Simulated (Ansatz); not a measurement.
# Lattice dynamics of MgI2 monolayer (1T)

Wanted: phonon frequencies of MgI2 monolayer (1T) and what follows from them.

Program: Ansatz 0.2.0. Level of theory: DFT PBE, scalar-relativistic, plane waves, PAW. Results are calculated unless marked as measured.

## (1) Starting point

The cell holds 3 atoms: 1 Mg and 2 I. Cell: a = 4.150 Å, b = 4.150 Å, c = 20.000 Å, α = 90.0°, β = 90.0°, γ = 120.0°. Vacuum lies along c.

## (2) Relaxation

The cell and atoms are relaxed, since residual forces and stress would shift the frequencies.

The program solves this slab on a cell height of its own, 30.4 Å, in place of the one typed.

Input file input.yaml:

```yaml
crystal:
  lattice:
    - [4.15, 0.0, 0.0]
    - [-2.075, 3.59401, 0.0]
    - [0.0, 0.0, 20.0]
  atoms:
    - { symbol: Mg, position: [0.0, 0.0, 0.5] }
    - { symbol: I, position: [0.333333, 0.666667, 0.5825] }
    - { symbol: I, position: [0.666667, 0.333333, 0.4175] }
  periodic: [true, true, false]
kpoints:
  mp_grid: { grid: [6, 6, 1] }
hamiltonian:
  xc: pbe
scf:
  occupations: { method: gaussian, width: 0.02 }
output:
  forces: true
  stress: true
  eigenvalues: true
relax:
  adjacent_minimum: "off"
  f_tol: 0.005
  max_steps: 80
  cell: { stress_2d_tol: 0.02 }
```

Started as:

```sh
> ansatz run input.yaml --threads 8 --pin off --max-ram 14336MiB --backend cpu --events-out ev --progress --plain --runs-dir out
```

Numbers of over 12 decimals in the logs are rounded to 6 here.

The log of the run:

```text
Warning: crystal.periodic: the lattice vector that does not repeat stood 0.000° off the slab's normal, 20.000 Å along it as the deck builds it. The run solves the slab on a vector along the normal, 30.400 Å long, with every atom where it was (on the deck's vector they left 16.70 Å outside them, and the widest stretch free of ions among them is 1.65 Å). A fractional position that the run reports is one of the run's ce [...]
Warning: the atoms were moved onto the symmetric positions of the space group found under crystal.symmetry.tolerance 1.0e-5 (fractional; no operation is sought that the atoms, as they stand in a round, miss by more than twice it, and no atom is moved by as much as it), and the run uses the moved positions. Before a round's move an operation carried an atom to 4.15e-6 Å from where it should land, the largest such dist [...]
crystal.periodic: the lattice vector that does not repeat stood 0.000° off the slab's normal, 20.000 Å along it as the deck builds it. The run solves the slab on a vector along the normal, 30.400 Å long, with every atom where it was (on the deck's vector they left 16.70 Å outside them, and the widest stretch free of ions among them is 1.65 Å). A fractional position that the run reports is one of the run's cell, which [...]
Engine: ansatz 0.2.0, x86_64-unknown-linux-gnu
Pseudopotentials: kind: paw
Pseudopotential: Mg, paw, valence charge 10, recommended cutoff 420 eV (normal), Mg.paw.azcp
Pseudopotential: I, paw, valence charge 17, recommended cutoff 420 eV (normal), I.paw.azcp
Functional definition: PBE
  parameter kappa = 0.804
  parameter beta = 0.066725
  exchange = pbe_x(kappa = kappa, mu = beta*pi^2/3)
  correlation = pbe_c(beta = beta)
Crystal: 3 atoms, lattice volume = 453.420 Å³
Basis set: ecut = 420 eV, 8747 PW (Γ), exchange–correlation on 60×60×432 points (8 copies of the dense FFT grid, shifted against one another)
Bands: 27, of which v1, the nominal top of the filled ones, is band 22 counted from 1 (21 counted from 0)
Symmetry: 12 space group operations
Space group: P-3m1 (ITA 164), of the structure as read, at distance tolerance 7.7e-5 Å
k-points: 7 of 36
Non-local potential: Mg, projectors of the file, l = 0: 3, l = 1: 2, l = 2: 1
Non-local potential: I, projectors of the file, l = 0: 2, l = 1: 2, l = 2: 2, l = 3: 2
PAW form: soft (Blöchl's): semilocal exchange-correlation on the pseudo side does not see the compensation charge
PAW one-centre angular grid: Mg, 110 points (default); XC on 64 Gauss nodes
PAW one-centre angular grid: I, 590 points (default); XC on 64 Gauss nodes
Initial density: superposition of atomic densities (neutral atoms: chi_scale 0, normalization atom), corrected by the library's trained network
Initial wavefunctions: pseudopotential atomic-orbital guess
Functional: x = pbe(κ = 0.804, μ = 0.219515), c = pbe(β = 0.066725)
SCF iter   1: F=—  HF=-16952.800914 eV  |F-HF|=—  |Δ(HF+E_count)|=         —  Δρ=4.73e-4  dr2=2.16e-3  ethr=1.77e-3  ⟨swp⟩=21.9  Hψ=1623  notcnv=0
preconditioner: auto → Resta (q_TF=auto, 1.849 Å⁻¹)  ε∞=1.5  [insulator: Δε(μ)=3.680 eV  Ē_g=10.048 eV  σ=0.020 eV  W_gap=1.00  n_scr=46 (ndim 8)  ℏωp=7.0 eV  f_vac=0.762  D(μ)=0.00/eV (n_scr^D=0)  ε∞_Penn≈1.5  vacuum switching on, ρ_ref=7.3e-3 e/Å³]
SCF iter   2: F=—  HF=-16952.798890 eV  |F-HF|=—  |Δ(HF+E_count)|=   2.02e-3  Δρ=2.24e-4  dr2=2.55e-4  ethr=4.90e-6  ⟨swp⟩=4.1  Hψ=548  notcnv=0  defer=7
SCF iter   3: F=—  HF=-16952.799104 eV  |F-HF|=—  |Δ(HF+E_count)|=   2.15e-4  Δρ=9.91e-5  dr2=5.05e-5  ethr=5.80e-7  ⟨swp⟩=3.1  Hψ=368  notcnv=0  defer=7
SCF iter   4: F=—  HF=-16952.799152 eV  |F-HF|=—  |Δ(HF+E_count)|=   4.79e-5  Δρ=1.88e-5  dr2=3.32e-6  ethr=1.15e-7  ⟨swp⟩=3.6  Hψ=318  notcnv=0  defer=7
iter 5 did not close the SCF: its close was put off for the readings that it lacked (scf_convergence_deferred on its scf_iter line)
SCF iter   5: F=-16952.799156 eV  HF=-16952.799155 eV  |F-HF|=5.39e-7  |Δ(HF+E_count)|=   3.37e-6  Δρ=3.71e-6  dr2=6.94e-8  ethr=7.55e-9  ⟨swp⟩=3.0  Hψ=290  notcnv=0  defer=7
iter 6 did not close the SCF: its close was put off until two iterations running show no level that it waits for move by more than its bar (scf_convergence_deferred on its scf_iter line)
SCF iter   6: F=-16952.799156 eV  HF=-16952.799156 eV  |F-HF|=1.22e-7  |Δ(HF+E_count)|=   4.51e-7  Δρ=1.06e-6  dr2=3.61e-9  ethr=1.58e-10  ⟨swp⟩=15.0  Hψ=1061  notcnv=0
iter 7 did not close the SCF: its close was put off until two iterations running show no level that it waits for move by more than its bar (scf_convergence_deferred on its scf_iter line)
SCF iter   7: F=-16952.799156 eV  HF=-16952.799156 eV  |F-HF|=4.58e-9  |Δ(HF+E_count)|=   1.19e-7  Δρ=1.35e-7  dr2=6.79e-11  ethr=8.22e-12  ⟨swp⟩=6.0  Hψ=704  notcnv=0
SCF iter   8: F=-16952.799156 eV  HF=-16952.799156 eV  |F-HF|=5.68e-10  |Δ(HF+E_count)|=   3.91e-9  Δρ=3.16e-8  dr2=3.24e-12  ethr=1.00e-12  ⟨swp⟩=3.4  Hψ=528  notcnv=0
SCF 1 converged in 8 iterations: F = -16952.799156 eV  dr2 = 3.24e-12
  greatest PAW one-centre occupation: 1.000 electrons in one spin orbital (limit 2), on the Mg atom at site 0 (counted from 0), in its partial waves of l = 0
relax step   1: F+E_penalty+E_count = -16952.79915594 eV  Δ(F+E_penalty+E_count) = +0.000e0 eV  max|allowed force component| = 2.153e-1 eV/Å  Δτ_max = 0.0000 Å  P = +0.867 N/m  Ω = 453.420 Å³  fix = [c, alpha, beta]  reactions: c +0.000 N/m  (8 SCF iters, dr2 threshold 1.00e-7 eV, accepted)
Crystal: 3 atoms, lattice volume = 456.873 Å³
Basis set: ecut = 420 eV, 8831 PW (Γ), exchange–correlation on 60×60×432 points (8 copies of the dense FFT grid, shifted against one another)
Initial density: handed on by an earlier stage of this run
Initial wavefunctions: those handed on with the density
iter 1 solved again at ethr=2.77e-5 eV; its pass at ethr=3.10e-3 eV (dr2=1.22e-2 eV) is discarded
SCF iter   1: F=—  HF=-16952.809973 eV  |F-HF|=—  |Δ(HF+E_count)|=         —  Δρ=1.08e-3  dr2=9.09e-3  ethr=2.77e-5  ⟨swp⟩=2.9  Hψ=1235  notcnv=0
preconditioner: auto → Resta (q_TF=auto, 1.847 Å⁻¹)  ε∞=1.5  [insulator: Δε(μ)=3.617 eV  Ē_g=9.918 eV  σ=0.020 eV  W_gap=1.00  n_scr=46 (ndim 8)  ℏωp=6.9 eV  f_vac=0.758  D(μ)=0.00/eV (n_scr^D=0)  ε∞_Penn≈1.5  vacuum switching on, ρ_ref=7.1e-3 e/Å³]
SCF iter   2: F=—  HF=-16952.808140 eV  |F-HF|=—  |Δ(HF+E_count)|=   1.83e-3  Δρ=5.26e-4  dr2=1.39e-3  ethr=2.07e-5  ⟨swp⟩=3.6  Hψ=331  notcnv=0
SCF iter   3: F=—  HF=-16952.807881 eV  |F-HF|=—  |Δ(HF+E_count)|=   2.59e-4  Δρ=2.86e-4  dr2=2.43e-4  ethr=3.15e-6  ⟨swp⟩=3.9  Hψ=436  notcnv=0
[...]
Crystal: 3 atoms, lattice volume = 460.495 Å³
Basis set: ecut = 420 eV, 8867 PW (Γ), exchange–correlation on 60×60×432 points (8 copies of the dense FFT grid, shifted against one another)
iter 1 solved again at ethr=2.32e-6 eV; its pass at ethr=3.10e-3 eV (dr2=1.02e-3 eV) is discarded
SCF iter   1: F=—  HF=-16952.813701 eV  |F-HF|=—  |Δ(HF+E_count)|=         —  Δρ=4.82e-4  dr2=1.15e-3  ethr=2.32e-6  ⟨swp⟩=3.1  Hψ=1291  notcnv=0
preconditioner: auto → Resta (q_TF=auto, 1.845 Å⁻¹)  ε∞=1.5  [insulator: Δε(μ)=3.626 eV  Ē_g=9.934 eV  σ=0.020 eV  W_gap=1.00  n_scr=58 (ndim 8)  ℏωp=6.9 eV  f_vac=0.760  D(μ)=0.00/eV (n_scr^D=0)  ε∞_Penn≈1.5  vacuum switching on, ρ_ref=7.2e-3 e/Å³]
SCF iter   2: F=—  HF=-16952.813477 eV  |F-HF|=—  |Δ(HF+E_count)|=   2.24e-4  Δρ=2.24e-4  dr2=1.94e-4  ethr=2.32e-6  ⟨swp⟩=2.6  Hψ=313  notcnv=0
SCF iter   3: F=—  HF=-16952.813387 eV  |F-HF|=—  |Δ(HF+E_count)|=   8.96e-5  Δρ=1.13e-4  dr2=4.67e-5  ethr=4.41e-7  ⟨swp⟩=3.6  Hψ=340  notcnv=0
SCF iter   4: F=—  HF=-16952.813384 eV  |F-HF|=—  |Δ(HF+E_count)|=   3.46e-6  Δρ=1.50e-5  dr2=8.46e-7  ethr=1.06e-7  ⟨swp⟩=2.9  Hψ=330  notcnv=0
SCF iter   5: F=-16952.813384 eV  HF=-16952.813384 eV  |F-HF|=1.09e-8  |Δ(HF+E_count)|=   3.78e-7  Δρ=2.75e-6  dr2=4.25e-8  ethr=6.82e-10  ⟨swp⟩=10.9  Hψ=1013  notcnv=0
SCF 3 converged in 5 iterations: F = -16952.813384 eV  dr2 = 4.25e-8
relax step   3: F+E_penalty+E_count = -16952.81338431 eV  Δ(F+E_penalty+E_count) = -5.574e-3 eV  max|allowed force component| = 1.574e-2 eV/Å  Δτ_max = 0.0295 Å  P = +0.193 N/m  Ω = 460.495 Å³  energy of the carried Pulay correction = -1.343e-4 eV  fix = [c, alpha, beta]  reactions: c +0.000 N/m  (5 SCF iters, dr2 threshold 3.00e-7 eV, accepted)
[...]
relax step   4: F+E_penalty+E_count = -16952.81441311 eV  Δ(F+E_penalty+E_count) = -1.029e-3 eV  max|allowed force component| = 9.057e-3 eV/Å  Δτ_max = 0.0109 Å  P = +0.079 N/m  Ω = 464.179 Å³  energy of the carried Pulay correction = -2.035e-4 eV  fix = [c, alpha, beta]  reactions: c +0.000 N/m  (5 SCF iters, dr2 threshold 5.26e-8 eV, accepted)
[...]
relax step   5: F+E_penalty+E_count = -16952.81451105 eV  Δ(F+E_penalty+E_count) = -9.793e-5 eV  max|allowed force component| = 7.570e-4 eV/Å  Δτ_max = 0.0000 Å  P = +0.012 N/m  Ω = 465.496 Å³  energy of the carried Pulay correction = -2.280e-4 eV  fix = [c, alpha, beta]  reactions: c +0.000 N/m  (5 SCF iters, dr2 threshold 8.85e-9 eV, accepted)
Initial wavefunctions: pseudopotential atomic-orbital guess (no wavefunctions were taken with the density)
iter 1 solved again at ethr=2.49e-6 eV; its pass at ethr=3.10e-3 eV (dr2=1.09e-3 eV) is discarded
SCF iter   1: F=—  HF=-16952.800950 eV  |F-HF|=—  |Δ(HF+E_count)|=         —  Δρ=2.31e-4  dr2=5.77e-6  ethr=2.49e-6  ⟨swp⟩=4.0  Hψ=2121  notcnv=0
eigensolver tolerance schedule: the retry pair's looser diagonalisation over-reported the residual by 188.76 of it (diagonalisation noise at 0.18 of the residual, at the tolerance the schedule requests for it); recorded, not acted on — ethr = c·dr2/N_el stays at c = 1.0e-1
preconditioner: auto → Resta (q_TF=auto, 1.841 Å⁻¹)  ε∞=1.5  [insulator: Δε(μ)=3.657 eV  Ē_g=9.901 eV  σ=0.020 eV  W_gap=1.00  n_scr=58 (ndim 8)  ℏωp=6.9 eV  f_vac=0.761  D(μ)=0.00/eV (n_scr^D=0)  ε∞_Penn≈1.5  vacuum switching on, ρ_ref=7.1e-3 e/Å³]
SCF iter   2: F=—  HF=-16952.810072 eV  |F-HF|=—  |Δ(HF+E_count)|=   9.12e-3  Δρ=1.15e-4  dr2=1.35e-6  ethr=1.31e-8  ⟨swp⟩=4.6  Hψ=443  notcnv=0
SCF iter   3: F=—  HF=-16952.814554 eV  |F-HF|=—  |Δ(HF+E_count)|=   4.48e-3  Δρ=1.30e-5  dr2=1.52e-7  ethr=3.07e-9  ⟨swp⟩=4.4  Hψ=372  notcnv=0
SCF iter   4: F=—  HF=-16952.814708 eV  |F-HF|=—  |Δ(HF+E_count)|=   1.54e-4  Δρ=2.82e-6  dr2=4.82e-8  ethr=3.45e-10  ⟨swp⟩=3.9  Hψ=495  notcnv=0  defer=1
SCF iter   5: F=—  HF=-16952.814717 eV  |F-HF|=—  |Δ(HF+E_count)|=   8.94e-6  Δρ=9.33e-7  dr2=3.31e-9  ethr=1.10e-10  ⟨swp⟩=3.3  Hψ=368  notcnv=0  defer=1
SCF iter   6: F=—  HF=-16952.814720 eV  |F-HF|=—  |Δ(HF+E_count)|=   2.72e-6  Δρ=2.69e-7  dr2=3.08e-10  ethr=7.52e-12  ⟨swp⟩=3.1  Hψ=281  notcnv=0  defer=1
SCF iter   7: F=—  HF=-16952.814720 eV  |F-HF|=—  |Δ(HF+E_count)|=   4.88e-7  Δρ=4.11e-8  dr2=9.58e-12  ethr=1.00e-12  ⟨swp⟩=3.3  Hψ=284  notcnv=0  defer=1
SCF iter   8: F=-16952.814720 eV  HF=-16952.814720 eV  |F-HF|=6.26e-10  |Δ(HF+E_count)|=   2.97e-8  Δρ=6.19e-9  dr2=3.67e-13  ethr=1.00e-12  ⟨swp⟩=13.9  Hψ=1097  notcnv=0
SCF 6 converged in 8 iterations: F = -16952.814720 eV  dr2 = 3.67e-13
relax step   6: F+E_penalty+E_count = -16952.81472021 eV  Δ(F+E_penalty+E_count) = -2.092e-4 eV  max|allowed force component| = 7.674e-4 eV/Å  Δτ_max = 0.0000 Å  P = +0.010 N/m  Ω = 465.496 Å³  fix = [c, alpha, beta]  reactions: c +0.000 N/m  stress off target by 1.04e-2 N/m on what of the cell is left free  SCF on the basis re-selected at this cell (its energy is not comparable with the rows above)  (8 SCF iters)
basis re-selected at this cell: Δ(F+E_penalty+E_count) = -2.092e-4 eV, ΔP = -0.001 N/m vs the last step (what re-selecting the basis moved, of the pressure what is left beyond the Pulay correction that the steps carried, after the strain that the cell walked since its last selection, with what the two solves' SCF thresholds leave and, on support functions, any second-order correction that the steps lacked; it is no m [...]
SCF converged after 8 iterations
Free energy (F): -16952.814720 eV
Harris-Foulkes:  -16952.814720 eV  (|F-HF|=6.26e-10)
Internal energy: -16952.814720 eV  (E = F + TS)
E sigma→0 (E₀):  -16952.814720 eV
Fermi energy:    -4.639072 eV
--- Per-component energies (eV) ---
  E_band       = -1617.261315
  E_kinetic    = 453.034690
  E_local      = -72023.170305  (includes V_loc(G=0)·N_el)
  E_nonlocal   = -85.662360
  E_hartree    = 35598.313014
  E_xc         = -284.720288
  E_vxc        = -294.066808  (∫ρ·V_xc dr)
  E_paw        = -9926.411487  (= ΣΔE_a)
  E_vpaw       = -864.022436  (= ΣTr[D̂ρ^β])
  E_aug_tail   = -0.000016  (compensation charges beyond the density's cutoff)
  E_ewald      = 29315.802032
  E_smearing   = -0.000000  (= −TS)
  E_closure    = 0.000000  (closes the sum)
  Σ components = -16952.814720   (vs F -16952.814720, Δ=0.00e0)
--- Forces (eV/Å), atoms counted from 1 ---
  atom   1  Mg    -0.00000000     0.00000000     0.00000000
  atom   2  I      0.00000000    -0.00000000    -0.00076740
  atom   3  I      0.00000000     0.00000000     0.00076740
  max |Σ_I F_I| component: 5.78e-18 eV/Å
--- 2D stress c σ (N/m, compression-positive) ---
        0.010449       0.000000       0.000000
        0.000000       0.010449      -0.000000
        0.000000      -0.000000       0.000000
  P = ½ c Tr σ = 0.0104 N/m
--- Band table (eV; the first three rows and the last of 7) ---
  k-point 0: bands = [... 18 lower, -6.7364, -6.7364, -6.4677, -6.4677, -2.4757, -1.5597 (-1.5597°), -0.3938 (-0.3993°), -0.3356, ... 1 higher]
  k-point 1: bands = [... 18 lower, -7.1909, -7.0145, -6.9127, -6.5408, -1.8431, -0.9793 (-0.9793°), -0.3100 (-0.3106°), -0.2861, ... 1 higher]
  k-point 2: bands = [... 18 lower, -7.8513, -7.4171, -6.9604, -6.7621, -2.3906, -0.9364, -0.3775 (-0.3775°), 0.5091, ... 1 higher]
  k-point 6: bands = [... 18 lower, -8.7689, -8.2655, -7.1460, -7.1460, -2.0185, 0.0579, 0.0579, 1.4770, ... 1 higher]
  ° read free of the cell's end (the report's vacuum.weakly_bound_levels)
--- Relaxed structure (5 steps of the walk, 5 accepted, 1 SCFs on fresh bases) ---
  F+E_penalty+E_count = -16952.81472021 eV   max|allowed force component| = 7.674e-4 eV/Å   (the final SCF, on the basis selected at the relaxed cell)
  cell:  # Å, volume = 465.4963 Å³
    - [4.204903, 0.0, 0]
    - [-2.102452, 3.641553, 0]
    - [0, 0, 30.400000]
  atoms:
    - { symbol: Mg, position: [0, 0, 0.328947] }
    - { symbol: I, position: [0.333333, 0.666667, 0.384007] }
    - { symbol: I, position: [0.666667, 0.333333, 0.273888] }
```

Run time: 7.5 s. Hardware: 8 threads of Intel Xeon 6975P-C (Granite Rapids), shared host; peak memory 0.89 GiB; 40 s of CPU time.

Step by step:

```csv
step,energy less that of the first step (eV),largest force component (eV/Å),volume (Å³)
1,0.0000,0.2153,453.42
2,-0.0087,0.1283,456.87
3,-0.0142,0.0157,460.49
4,-0.0153,0.0091,464.18
5,-0.0154,0.0008,465.50
6*,-0.0156,0.0008,465.50
```

Relaxation steps marked * repeat the geometry before them on a plane-wave basis chosen anew for their cell, so energy and pressure can jump there.

The run keeps the 12 symmetry operations that it works with, so distortions that break them were not tested.

```
cell as run  before  after  change
      a (Å)   4.150  4.205  +1.3 %
      b (Å)   4.150  4.205  +1.3 %
```

The atoms that moved most (Å, along periodic axes as changes of fractional coordinates times the final cell, across vacuum about the mean position):

```csv
atom,dx,dy,dz,length
I2,0.000,0.000,0.024,0.024
I3,0.000,0.000,-0.024,0.024
```

The relaxed structure:

```cif
data_structure
_symmetry_space_group_name_H-M 'P 1'
_symmetry_Int_Tables_number 1
_cell_length_a 4.2049
_cell_length_b 4.2049
_cell_length_c 30.4000
_cell_angle_alpha 90.000
_cell_angle_beta 90.000
_cell_angle_gamma 120.000
_cell_volume 465.50
loop_
_atom_site_label
_atom_site_type_symbol
_atom_site_fract_x
_atom_site_fract_y
_atom_site_fract_z
_atom_site_occupancy
Mg1 Mg 0.00000 0.00000 0.32895 1
I2 I 0.33333 0.66667 0.38401 1
I3 I 0.66667 0.33333 0.27389 1
```

This step gave:

- gap on the k-mesh: 3.657 eV
- direct gap on mesh: 3.992 eV
- area per atom: 5.104 Å²

The relaxation ends with a largest force component of 7.7e-4 eV/Å.

## (3) Relaxing to small forces for the phonons

Phonons need a cell at rest on their own settings, so the relaxation is repeated with tight tolerances on forces and stress on the k mesh and occupations of the first response run.

Input file input.yaml:

```yaml
crystal:
  lattice:
    - [4.204903319, 0.0, 0.0]
    - [-2.1024516595, 3.6415530947, 0.0]
    - [0.0, 0.0, 30.4]
  atoms:
    - { symbol: Mg, position: [0.0, 0.0, 0.3289473684] }
    - { symbol: I, position: [0.3333333333, 0.6666666667, 0.3840065362] }
    - { symbol: I, position: [0.6666666667, 0.3333333333, 0.2738882006] }
  periodic: [true, true, false]
kpoints:
  mp_grid: { grid: [6, 6, 1] }
hamiltonian:
  xc: pbe
scf:
  occupations: { method: fixed }
output:
  forces: true
  stress: true
  eigenvalues: true
relax:
  adjacent_minimum: "off"
  f_tol: 0.001
  max_steps: 60
  cell: { stress_2d_tol: 0.002 }
```

The log of the run:

```text
[...]
Crystal: 3 atoms, lattice volume = 465.496 Å³
Basis set: ecut = 420 eV, 8975 PW (Γ), exchange–correlation on 60×60×432 points (8 copies of the dense FFT grid, shifted against one another)
Bands: 27, of which v1, the nominal top of the filled ones, is band 22 counted from 1 (21 counted from 0)
Symmetry: 12 space group operations
[...]
k-points: 7 of 36
[...]
° read free of the cell's end (the report's vacuum.weakly_bound_levels)
--- Relaxed structure (4 steps of the walk, 4 accepted, 1 SCFs on fresh bases) ---
[...]
cell:  # Å, volume = 465.7901 Å³
    - [4.206230, 0.0, 0]
    - [-2.103115, 3.642702, 0]
    - [0, 0, 30.4]
  atoms:
    - { symbol: Mg, position: [0, 0, 0.3289473684] }
    - { symbol: I, position: [0.333333, 0.666667, 0.383986] }
    - { symbol: I, position: [0.666667, 0.333333, 0.273909] }
[key lines of the parts left out:]
SCF converged after 9 iterations
Free energy (F): -16952.814725 eV
Fermi energy:    -6.470264 eV
P = ½ c Tr σ = -0.0000 N/m
```

Wall time 7.6 s (8 threads); peak memory 0.91 GiB.

Little changed from the start: no atom moved by 0.005 Å and no cell edge by 0.1 %.

Numbers from this step:

```
gap on the k-mesh  : 3.658 eV
direct gap on mesh : 3.991 eV
area per atom      : 5.107 Å²
```

The largest force component left is 0.0040 meV/Å, within the tolerances set.

(Continued in part 2 of 3.)

[Logs are printed without paths, hosts, clocks, repeated set-up lines and the standing remarks that a program may print on its own settings, such as how far it seeks lower states.]

[Hosts, paths, dates, database ids (printed as entryN), source tags and the programs' standing remarks are cut or masked in the printed files.]
